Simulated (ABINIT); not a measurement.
# SiO2 (P3_221): bands and cutoff in G0W0 with ABINIT, part 2 of 2

What does each rung of G0W0 on SiO2 (P3_221) cost, and what does it buy?

ABINIT 10.8.3; PBE and many-body steps on it, plane waves. Known limits of the many-body steps: not at the basis limit; coarse k mesh.

So far. Step 3 (Screening, 3×3×2 mesh, 124 bands, screening to 93.3 eV): Local fields lower ε∞ by 7 %. On a Γ-centred mesh this coarse the value itself is usually too large, while a short band sum pulls it down. Step 4 (124 bands, 93.3 eV): The gap on the mesh goes from 6.03 eV to 8.50 eV, a correction of +2.47 eV.

## 6. 177 bands, 123.5 eV

This step: G0W0 on PBE, plane waves, norm-conserving pseudopotentials.

run.abi reads:

```
acell 3*1.0 Angstrom
rprim 
  4.916359999971 0.000000000007 0.000000000000
  -2.458179999991 4.257692654122 0.000000000000
  0.000000000000 0.000000000000 5.408400000000
ntypat 2
znucl 14 8
natom 9
typat 1 1 1 2 2 2 2 2 2
xred 
  0.469730000000 0.000000000000 0.666666666667
  0.000000000000 0.469730000000 0.333333333333
  0.530270000000 0.530270000000 -0.000000000000
  0.413540000000 0.267580000000 0.785580000000
  0.732420000000 0.145960000000 0.452246666667
  0.854040000000 0.586460000000 0.118913333333
  0.267580000000 0.413540000000 0.214420000000
  0.145960000000 0.732420000000 0.547753333333
  0.586460000000 0.854040000000 0.881086666667
pp_dirpath "pseudos"
pseudos "Si.upf, O.upf"
ecut 36
ngkpt 3 3 2
nshiftk 1
shiftk 0 0 0
kptopt 1
chksymbreak 0
istwfk *1
occopt 1
irdwfk 1
optdriver 4
nband 177
gwcalctyp 0
ecutsigx 36
symsigma 1
nkptgw 3
kptgw 
  0.3333333333 0.3333333333 0.0000000000
  0.0000000000 0.0000000000 0.0000000000
  0.0000000000 0.0000000000 0.5000000000
bdgw 
  22 26
  23 27
  22 26
ecuteps 4.54
irdscr 1
ppmodel 1
indata_prefix "in"
outdata_prefix "out"
tmpdata_prefix "tmp"
```

On the command line:

```sh
$ OMP_NUM_THREADS=1 mpirun -n 4 abinit run.abi > log
```

Numbers of over 12 decimals in the logs are rounded to 6 here.

Log:

```text
.Version 10.8.3 of ABINIT. v10.8.2 released Aug 2026.

 Symmetries : space group P3_2 2 1 (#154); Bravais hP (primitive hexag.)
[... echo of the input left out ...]
== DATASET  1 ==================================================================
-   mpi_nproc: 4, omp_nthreads: 1 (-1 if OMP is not activated)

--- !DatasetInfo
iteration_state: {dtset: 1, }
dimensions: {natom: 9, nkpt: 6, mband: 177, nsppol: 1, nspinor: 1, nspden: 1, mpw: 7935, }
cutoff_energies: {ecut:  36.0, pawecutdg:  -1.0, }
electrons: {nelect:   4.80000000E+01, charge:   0.00000000E+00, occopt:   1.00000000E+00, tsmear:   1.00000000E-02, }

 SIGMA: Calculation of the GW corrections

 Based on a program developped by R.W. Godby, V. Olevano, G. Onida, and L. Reining.
 Incorporated in ABINIT by V. Olevano, G.-M. Rignanese, and M. Torrent.
.Using double precision arithmetic ; gwpc =  8

[... cell and pseudopotentials left out ...]
--------------------------------------------------------------------------------

 ==== K-mesh for the wavefunctions ====
 Number of points in the irreducible wedge :     6
[... list of points left out ...]
 Together with  6 symmetry operations and time-reversal symmetry
 yields    18 points in the full Brillouin Zone.

 ==== Q-mesh for screening function ====
 Number of points in the irreducible wedge :     6
[... list of points left out ...]
 Together with  6 symmetry operations and time-reversal symmetry
 yields    18 points in the full Brillouin Zone.

 vcoul_init : cutoff-mode = AUXILIARY_FUNCTION
 q-points for optical limit:   1
     1)      0.000010    0.000020    0.000030
 setmesh: FFT mesh size selected  =    45x   45x   60
          total number of points  =       121500

 Number of electrons calculated from density =   48.0000; Expected =   48.0000
[...]
number of plane-waves for wavefunctions          7935
 number of bands                                   177
 number of q-points in IBZ                           6
 number of frequencies                               2
 number of real frequencies                          1
 number of imag frequencies                          1

 matrix elements of self-energy operator (all in [eV])

 Perturbative Calculation

--- !SelfEnergy_ee
iteration_state: {dtset: 1, }
kpoint     : [   0.333,    0.333,    0.000, ]
spin       : 1
KS_gap     :    8.938
QP_gap     :   11.962
Delta_QP_KS:    3.024
data: !SigmaeeData |
     Band     E0 <VxcDFT>   SigX SigC(E0)      Z dSigC/dE  Sig(E)    E-E0       E
       22  -0.237 -19.751 -25.563   4.111   0.818  -0.223 -21.142  -1.391  -1.629
       23  -0.237 -19.751 -25.563   4.111   0.818  -0.223 -21.142  -1.391  -1.629
       24   0.197 -20.112 -25.804   4.094   0.819  -0.221 -21.421  -1.309  -1.113
[...]
--- !SelfEnergy_ee
iteration_state: {dtset: 1, }
kpoint     : [   0.000,    0.000,    0.000, ]
spin       : 1
KS_gap     :    6.346
QP_gap     :    8.959
Delta_QP_KS:    2.613
data: !SigmaeeData |
     Band     E0 <VxcDFT>   SigX SigC(E0)      Z dSigC/dE  Sig(E)    E-E0       E
[...]
--- !SelfEnergy_ee
iteration_state: {dtset: 1, }
kpoint     : [   0.000,    0.000,    0.500, ]
spin       : 1
KS_gap     :    8.057
QP_gap     :   10.962
Delta_QP_KS:    2.906
data: !SigmaeeData |
     Band     E0 <VxcDFT>   SigX SigC(E0)      Z dSigC/dE  Sig(E)    E-E0       E
[...]
25   8.165 -12.304  -7.456  -3.037   0.863  -0.159 -10.741   1.562   9.727
       26   8.165 -12.304  -7.456  -3.037   0.863  -0.159 -10.741   1.562   9.727

== END DATASET(S) ==============================================================
================================================================================

 -outvars: echo values of variables after computation  --------
           etotal      0.0000000000E+00
            nband         177
             nkpt           6
          spgroup         154
 [... the other variables as echoed above ...]

 Calculation completed.
```

Run time: 34 s. Hardware: 4 MPI ranks of Arm Neoverse V1, shared host; peak memory 1.6 GiB.

Numbers from this step:

```yaml
g0w0_gap_on_the_points_computed: 8.561 eV
starting_gap_on_the_mesh: 6.031 eV
k_of_the_valence_top: 0.3333, 0.3333, 0
k_of_the_conduction_bottom: 0, 0, 0
z_at_the_valence_top: 0.819
z_at_the_conduction_bottom: 0.871
least_direct_g0w0_gap_on_the_computed_points: 8.959 eV
```

Against G0W0 in ABINIT (3×3×2 mesh, 124 bands, screening to 93.3 eV, Godby-Needs plasmon pole), the gap moves by +0.058 eV.

## 7. Screening, 3×3×2 mesh, 260 bands, screening to 164.9 eV

This step: RPA screening on PBE, plane waves, norm-conserving pseudopotentials.

run.abi: that of step 6 with these lines changed.

```diff
@@ -30,19 +30,8 @@
 irdwfk 1
-optdriver 4
-nband 177
-gwcalctyp 0
-ecutsigx 36
-symsigma 1
-nkptgw 3
-kptgw 
-  0.3333333333 0.3333333333 0.0000000000
-  0.0000000000 0.0000000000 0.0000000000
-  0.0000000000 0.0000000000 0.5000000000
-bdgw 
-  22 26
-  23 27
-  22 26
-ecuteps 4.54
-irdscr 1
-ppmodel 1
+optdriver 3
+nband 260
+ecuteps 6.06
+inclvkb 2
+awtr 1
+symchi 1
 indata_prefix "in"
```

Log:

```text
.Version 10.8.3 of ABINIT. v10.8.2 released Aug 2026.

 Symmetries : space group P3_2 2 1 (#154); Bravais hP (primitive hexag.)
[... echo of the input left out ...]
== DATASET  1 ==================================================================
-   mpi_nproc: 4, omp_nthreads: 1 (-1 if OMP is not activated)

--- !DatasetInfo
iteration_state: {dtset: 1, }
dimensions: {natom: 9, nkpt: 6, mband: 260, nsppol: 1, nspinor: 1, nspden: 1, mpw: 7935, }
cutoff_energies: {ecut:  36.0, pawecutdg:  -1.0, }
[...]
--------------------------------------------------------------------------------
[... chi0 elements left out ...]
 For q-point:  0.000010 0.000020 0.000030
  dielectric constant =   2.3263
  dielectric constant without local fields =   2.5428

  Average fulfillment of the sum rule on Im[epsilon] for q-point    1 :     73.41  [%]
[... wings left out ...]
  q-point number  2        q = ( 0.333333, 0.000000, 0.000000) [r.l.u.]
--------------------------------------------------------------------------------
[... chi0 elements left out ...]
  Average fulfillment of the sum rule on Im[epsilon] for q-point    2 :     78.19  [%]

 [... 4 further q-points ...]
```

It took 4 min on 4 MPI ranks; peak memory 2.6 GiB.

Numbers from this step:

```
ε∞ with local fields, on this mesh, along the program's q direction : 2.326
the same without local fields                                       : 2.543
plasma frequency                                                    : 24.18 eV
plane waves in the screening matrix                                 : 563
```

## 8. 260 bands, 164.9 eV

This step: G0W0 on PBE, plane waves, norm-conserving pseudopotentials.

run.abi: that of step 7 with these lines changed.

```diff
@@ -30,8 +30,19 @@
 irdwfk 1
-optdriver 3
+optdriver 4
 nband 260
+gwcalctyp 0
+ecutsigx 36
+symsigma 1
+nkptgw 3
+kptgw 
+  0.3333333333 0.3333333333 0.0000000000
+  0.0000000000 0.0000000000 0.0000000000
+  0.0000000000 0.0000000000 0.5000000000
+bdgw 
+  22 26
+  23 27
+  22 26
 ecuteps 6.06
-inclvkb 2
-awtr 1
-symchi 1
+irdscr 1
+ppmodel 1
 indata_prefix "in"
```

Log:

```text
.Version 10.8.3 of ABINIT. v10.8.2 released Aug 2026.

 Symmetries : space group P3_2 2 1 (#154); Bravais hP (primitive hexag.)
[... echo of the input left out ...]
== DATASET  1 ==================================================================
-   mpi_nproc: 4, omp_nthreads: 1 (-1 if OMP is not activated)

--- !DatasetInfo
iteration_state: {dtset: 1, }
dimensions: {natom: 9, nkpt: 6, mband: 260, nsppol: 1, nspinor: 1, nspden: 1, mpw: 7935, }
cutoff_energies: {ecut:  36.0, pawecutdg:  -1.0, }
[...]
Band     E0 <VxcDFT>   SigX SigC(E0)      Z dSigC/dE  Sig(E)    E-E0       E
[...]
25   8.165 -12.304  -7.456  -3.132   0.861  -0.162 -10.827   1.477   9.641
       26   8.165 -12.304  -7.456  -3.132   0.861  -0.162 -10.827   1.477   9.641

== END DATASET(S) ==============================================================
================================================================================

 -outvars: echo values of variables after computation  --------
           etotal      0.0000000000E+00
            nband         260
             nkpt           6
          spgroup         154
 [... the other variables as echoed above ...]

 Calculation completed.
```

Elapsed: 1.7 min, on 4 MPI ranks; peak memory 2.4 GiB; 6.8 min of CPU time.

This step gave:

- G0W0 gap on the points computed: 8.648 eV
- starting gap on the mesh: 6.031 eV
- k of the valence top: 0.3333, 0.3333, 0
- k of the conduction bottom: 0, 0, 0
- least direct G0W0 gap on the computed points: 9.04 eV

Against G0W0 in ABINIT (3×3×2 mesh, 177 bands, screening to 123.5 eV, Godby-Needs plasmon pole), the gap moves by +0.087 eV.

## 9. Screening, 3×3×2 mesh, 374 bands, screening to 214.4 eV

This step: RPA screening on PBE, plane waves, norm-conserving pseudopotentials.

run.abi: that of step 8 with these lines changed.

```diff
@@ -30,19 +30,8 @@
 irdwfk 1
-optdriver 4
-nband 260
-gwcalctyp 0
-ecutsigx 36
-symsigma 1
-nkptgw 3
-kptgw 
-  0.3333333333 0.3333333333 0.0000000000
-  0.0000000000 0.0000000000 0.0000000000
-  0.0000000000 0.0000000000 0.5000000000
-bdgw 
-  22 26
-  23 27
-  22 26
-ecuteps 6.06
-irdscr 1
-ppmodel 1
+optdriver 3
+nband 374
+ecuteps 7.88
+inclvkb 2
+awtr 1
+symchi 1
 indata_prefix "in"
```

Log:

```text
.Version 10.8.3 of ABINIT. v10.8.2 released Aug 2026.

 Symmetries : space group P3_2 2 1 (#154); Bravais hP (primitive hexag.)
[... echo of the input left out ...]
== DATASET  1 ==================================================================
-   mpi_nproc: 4, omp_nthreads: 1 (-1 if OMP is not activated)

--- !DatasetInfo
iteration_state: {dtset: 1, }
dimensions: {natom: 9, nkpt: 6, mband: 374, nsppol: 1, nspinor: 1, nspden: 1, mpw: 7935, }
cutoff_energies: {ecut:  36.0, pawecutdg:  -1.0, }
[...]
--------------------------------------------------------------------------------
[... chi0 elements left out ...]
 For q-point:  0.000010 0.000020 0.000030
  dielectric constant =   2.3246
  dielectric constant without local fields =   2.5447

  Average fulfillment of the sum rule on Im[epsilon] for q-point    1 :     80.89  [%]
[... wings left out ...]
  q-point number  2        q = ( 0.333333, 0.000000, 0.000000) [r.l.u.]
--------------------------------------------------------------------------------
[... chi0 elements left out ...]
  Average fulfillment of the sum rule on Im[epsilon] for q-point    2 :     84.40  [%]

 [... 4 further q-points ...]
```

Run time: 7.6 min. Hardware: 4 MPI ranks; peak memory 2.8 GiB.

Numbers from this step:

| Item | Value |
| --- | --- |
| ε∞ with local fields, on this mesh, along the program's q direction | 2.325 |
| the same without local fields | 2.545 |
| plasma frequency | 24.18 eV |
| plane waves in the screening matrix | 799 |

## 10. 374 bands, 214.4 eV

This step: G0W0 on PBE, plane waves, norm-conserving pseudopotentials.

run.abi: that of step 9 with these lines changed.

```diff
@@ -30,8 +30,19 @@
 irdwfk 1
-optdriver 3
+optdriver 4
 nband 374
+gwcalctyp 0
+ecutsigx 36
+symsigma 1
+nkptgw 3
+kptgw 
+  0.3333333333 0.3333333333 0.0000000000
+  0.0000000000 0.0000000000 0.0000000000
+  0.0000000000 0.0000000000 0.5000000000
+bdgw 
+  22 26
+  23 27
+  22 26
 ecuteps 7.88
-inclvkb 2
-awtr 1
-symchi 1
+irdscr 1
+ppmodel 1
 indata_prefix "in"
```

Log:

```text
.Version 10.8.3 of ABINIT. v10.8.2 released Aug 2026.

 Symmetries : space group P3_2 2 1 (#154); Bravais hP (primitive hexag.)
[... echo of the input left out ...]
== DATASET  1 ==================================================================
-   mpi_nproc: 4, omp_nthreads: 1 (-1 if OMP is not activated)

--- !DatasetInfo
iteration_state: {dtset: 1, }
dimensions: {natom: 9, nkpt: 6, mband: 374, nsppol: 1, nspinor: 1, nspden: 1, mpw: 7935, }
cutoff_energies: {ecut:  36.0, pawecutdg:  -1.0, }
[...]
Band     E0 <VxcDFT>   SigX SigC(E0)      Z dSigC/dE  Sig(E)    E-E0       E
[...]
25   8.165 -12.304  -7.456  -3.213   0.860  -0.163 -10.898   1.405   9.570
       26   8.165 -12.304  -7.456  -3.213   0.860  -0.163 -10.898   1.405   9.570

== END DATASET(S) ==============================================================
================================================================================

 -outvars: echo values of variables after computation  --------
           etotal      0.0000000000E+00
            nband         374
             nkpt           6
          spgroup         154
 [... the other variables as echoed above ...]

 Calculation completed.
```

Elapsed: 4.7 min, on 4 MPI ranks; peak memory 3.2 GiB.

This step gave:

- G0W0 gap on the points computed: 8.72 eV
- starting gap on the mesh: 6.031 eV
- k of the valence top: 0.3333, 0.3333, 0
- k of the conduction bottom: 0, 0, 0
- least direct G0W0 gap on the computed points: 9.107 eV

Against G0W0 in ABINIT (3×3×2 mesh, 260 bands, screening to 164.9 eV, Godby-Needs plasmon pole), the gap moves by +0.072 eV.

## 11. Screening, 3×3×2 mesh, 532 bands, screening to 274.8 eV

This step: RPA screening on PBE, plane waves, norm-conserving pseudopotentials.

run.abi: that of step 10 with these lines changed.

```diff
@@ -30,19 +30,8 @@
 irdwfk 1
-optdriver 4
-nband 374
-gwcalctyp 0
-ecutsigx 36
-symsigma 1
-nkptgw 3
-kptgw 
-  0.3333333333 0.3333333333 0.0000000000
-  0.0000000000 0.0000000000 0.0000000000
-  0.0000000000 0.0000000000 0.5000000000
-bdgw 
-  22 26
-  23 27
-  22 26
-ecuteps 7.88
-irdscr 1
-ppmodel 1
+optdriver 3
+nband 532
+ecuteps 10.1
+inclvkb 2
+awtr 1
+symchi 1
 indata_prefix "in"
```

Log:

```text
.Version 10.8.3 of ABINIT. v10.8.2 released Aug 2026.

 Symmetries : space group P3_2 2 1 (#154); Bravais hP (primitive hexag.)
[... echo of the input left out ...]
== DATASET  1 ==================================================================
-   mpi_nproc: 4, omp_nthreads: 1 (-1 if OMP is not activated)

--- !DatasetInfo
iteration_state: {dtset: 1, }
dimensions: {natom: 9, nkpt: 6, mband: 532, nsppol: 1, nspinor: 1, nspden: 1, mpw: 7935, }
cutoff_energies: {ecut:  36.0, pawecutdg:  -1.0, }
[...]
--------------------------------------------------------------------------------
[... chi0 elements left out ...]
 For q-point:  0.000010 0.000020 0.000030
  dielectric constant =   2.3222
  dielectric constant without local fields =   2.5455

  Average fulfillment of the sum rule on Im[epsilon] for q-point    1 :     86.56  [%]
[... wings left out ...]
  q-point number  2        q = ( 0.333333, 0.000000, 0.000000) [r.l.u.]
--------------------------------------------------------------------------------
[... chi0 elements left out ...]
  Average fulfillment of the sum rule on Im[epsilon] for q-point    2 :     89.06  [%]

 [... 4 further q-points ...]
```

Wall time 17 min (4 MPI ranks); peak memory 4.4 GiB; 70 min of CPU time.

Numbers from this step:

* ε∞ with local fields, on this mesh, along the program's q direction: 2.322
* the same without local fields: 2.546
* plasma frequency: 24.18 eV
* plane waves in the screening matrix: 1155

## 12. 532 bands, 274.8 eV

This step: G0W0 on PBE, plane waves, norm-conserving pseudopotentials.

run.abi: that of step 11 with these lines changed.

```diff
@@ -30,8 +30,19 @@
 irdwfk 1
-optdriver 3
+optdriver 4
 nband 532
+gwcalctyp 0
+ecutsigx 36
+symsigma 1
+nkptgw 3
+kptgw 
+  0.3333333333 0.3333333333 0.0000000000
+  0.0000000000 0.0000000000 0.0000000000
+  0.0000000000 0.0000000000 0.5000000000
+bdgw 
+  22 26
+  23 27
+  22 26
 ecuteps 10.1
-inclvkb 2
-awtr 1
-symchi 1
+irdscr 1
+ppmodel 1
 indata_prefix "in"
```

Log:

```text
.Version 10.8.3 of ABINIT. v10.8.2 released Aug 2026.

 Symmetries : space group P3_2 2 1 (#154); Bravais hP (primitive hexag.)
[... echo of the input left out ...]
== DATASET  1 ==================================================================
-   mpi_nproc: 4, omp_nthreads: 1 (-1 if OMP is not activated)

--- !DatasetInfo
iteration_state: {dtset: 1, }
dimensions: {natom: 9, nkpt: 6, mband: 532, nsppol: 1, nspinor: 1, nspden: 1, mpw: 7935, }
cutoff_energies: {ecut:  36.0, pawecutdg:  -1.0, }
[...]
Band     E0 <VxcDFT>   SigX SigC(E0)      Z dSigC/dE  Sig(E)    E-E0       E
[...]
25   8.165 -12.304  -7.456  -3.283   0.859  -0.165 -10.960   1.344   9.509
       26   8.165 -12.304  -7.456  -3.283   0.859  -0.165 -10.960   1.344   9.509

== END DATASET(S) ==============================================================
================================================================================

 -outvars: echo values of variables after computation  --------
           etotal      0.0000000000E+00
            nband         532
             nkpt           6
          spgroup         154
 [... the other variables as echoed above ...]

 Calculation completed.
```

The job ended after 14 min (4 MPI ranks; peak memory 5.7 GiB; 54 min of CPU time).

This step gave:

```
G0W0 gap on the points computed              : 8.782 eV
starting gap on the mesh                     : 6.031 eV
k of the valence top                         : 0.3333, 0.3333, 0
k of the conduction bottom                   : 0, 0, 0
least direct G0W0 gap on the computed points : 9.164 eV
```

Against G0W0 in ABINIT (3×3×2 mesh, 374 bands, screening to 214.4 eV, Godby-Needs plasmon pole), the gap moves by +0.062 eV.

## 13. The runs together

Times are wall times on 4 MPI ranks of Arm Neoverse V1, shared host, good to a factor of about two. A run's time includes the screening step that it read.

```tsv
run	mesh	bands	screening cutoff (eV)	DFT gap (eV)	gap on the mesh (eV)	direct (eV)	ε∞ used	time
124 bands, 93.3 eV	3×3×2	124	93.3	6.031	8.503	8.905	2.35	70 s
177 bands, 123.5 eV	3×3×2	177	123.5	6.031	8.561	8.959	2.33	2.7 min
260 bands, 164.9 eV	3×3×2	260	164.9	6.031	8.648	9.040	2.33	5.7 min
374 bands, 214.4 eV	3×3×2	374	214.4	6.031	8.720	9.107	2.32	12 min
532 bands, 274.8 eV	3×3×2	532	274.8	6.031	8.782	9.164	2.32	31 min
```

## 14. Results

| Quantity | Value |
| --- | --- |
| 124 bands, 93.3 eV | 8.503 eV |
| 177 bands, 123.5 eV | 8.561 eV |
| 260 bands, 164.9 eV | 8.648 eV |
| 374 bands, 214.4 eV | 8.720 eV |
| 532 bands, 274.8 eV | 8.782 eV |
| known limits | not at the basis limit; coarse k mesh |

**Reading.** From the first rung to the last the gap moves by +0.28 eV for 26 times the time. In the G0W0 runs levels were corrected at 3 k points alone, so a gap called «on the mesh» is the least over those, and an edge elsewhere would be missed. The 3×3×2 mesh is coarse for this cell, which bears on the long-range parts of exchange and screening.

[Paths, hosts, dates, memory and timing lines, banners, echoed tables and standing remarks are left out of the program output.]

[Logs are printed without paths, hosts, clocks, repeated set-up lines and the standing remarks that a program may print on its own settings, such as how far it seeks lower states.]

[Runs of the session that timed out or met a known fault of the program may be left out.]

[Hosts, paths, dates, database ids (printed as entryN), source tags and the programs' standing remarks are cut or masked in the printed files.]

[G0W0 gaps are taken among the corrected bands and points alone; a level outside them can change the order at an edge.]

[Where Ansatz stands beside ABINIT at settings called matched, ABINIT's density can come from a denser mesh and the files from another edition; pairs whose starting gaps differed by over 0.03 eV were left out, so agreement reads better than it is.]
